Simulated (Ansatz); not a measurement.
## Cl on Mg(0001): change of the work function: the clean slab

Ansatz 0.2.0; plane-wave DFT, PBE, Ansatz PAW.

File input.yaml:

```yaml
crystal:
  lattice:
    - [3.21, 0.0, 0.0]
    - [1.605, 2.7799415461, 0.0]
    - [0.0, 0.0, 25.81956]
  atoms:
    - { symbol: Mg, position: [0.6666666667, 0.6666666667, 0.3485729424] }
    - { symbol: Mg, position: [0.0, 0.0, 0.4495243141] }
    - { symbol: Mg, position: [0.6666666667, 0.6666666667, 0.5504756859] }
    - { symbol: Mg, position: [0.0, 0.0, 0.6514270576] }
kpoints:
  mp_grid: { grid: [12, 12, 1] }
hamiltonian:
  xc: pbe
scf:
  occupations: { method: fermi_dirac, width: 0.1 }
  convergence: { dr2_threshold: 1.0e-08 }
efield:
  axis: 3
  dipole_correction: true
  ramp_position: 0.97
  ramp_width: 0.06
relax:
  f_tol: 0.02
  max_steps: 60
  constraints: [{ sites: [0, 1] }]
output:
  write_potential: true
  write_density: true
  volumetric_format: npy
```

Command:

```
ansatz run input.yaml --threads 2 --pin off --max-ram 3072MiB --backend cpu --events-out ev --progress --plain --runs-dir out
```

Before running it: what should come out for the work function, upper face; and electron's electrostatic potential energy less the Fermi level against z?

In the vacuum the potential turns flat, and its height over the Fermi level, 3.79 eV, is the work function of the face beside that plateau.

The run keeps the 6 symmetry operations that it works with, so distortions that break them were not tested.

The steps of the relaxation:

```tsv
step	energy less that of the first step (eV)	largest force component (eV/Å)
1	0.0000	0.0442
2	-0.0007	0.0154
```

The atoms that moved most (Å):

```tsv
atom	dx	dy	dz	length
Mg4	0.000	0.000	0.029	0.029
Mg3	0.000	0.000	0.005	0.005
```

The relaxed structure:

```xyz
4
Lattice="3.2100 0.0000 0.0000 1.6050 2.7799 0.0000 0.0000 0.0000 25.8196" Properties=species:S:1:pos:R:3
Mg    3.2100    1.8533    9.0000
Mg    0.0000    0.0000   11.6065
Mg    3.2100    1.8533   14.2181
Mg    0.0000    0.0000   16.8482
```

Numbers from this step:

* work function, upper face: 3.787 eV
* dipole along the normal: 2.19e-4 e·Å

Running mean over 2.60652 Å of the planar mean; the ramp of the sawtooth is left out. Electron's electrostatic potential energy less the Fermi level against z:

z (Å), electron's electrostatic potential energy less the Fermi level (eV) and a bar from the least value:
```
        4       3.79 ##############################
        5       3.78 ##############################
        6       3.64 #############################
        7       2.60 #########################
        8      -2.09 #######
        9      -4.02 
       10      -4.04 
       11      -4.01 
       12      -3.99 
       13      -3.98 
       14      -4.00 
       15      -3.95 
       16      -3.97 
       17      -3.95 
       18      -1.31 ##########
       19       2.90 ###########################
       20       3.68 ##############################
       21       3.78 ##############################
       22       3.79 ##############################
```

[Logs are printed without paths, hosts, clocks, repeated set-up lines and the standing remarks that a program may print on its own settings, such as how far it seeks lower states.]

[Hosts, paths, dates, database ids (printed as entryN), source tags and the programs' standing remarks are cut or masked in the printed files.]

[Maps of the electrostatic potential energy from Ansatz leave out the sawtooth potential of an applied field or a dipole correction, so their vacuum need not be flat; planar profiles and work functions include it.]
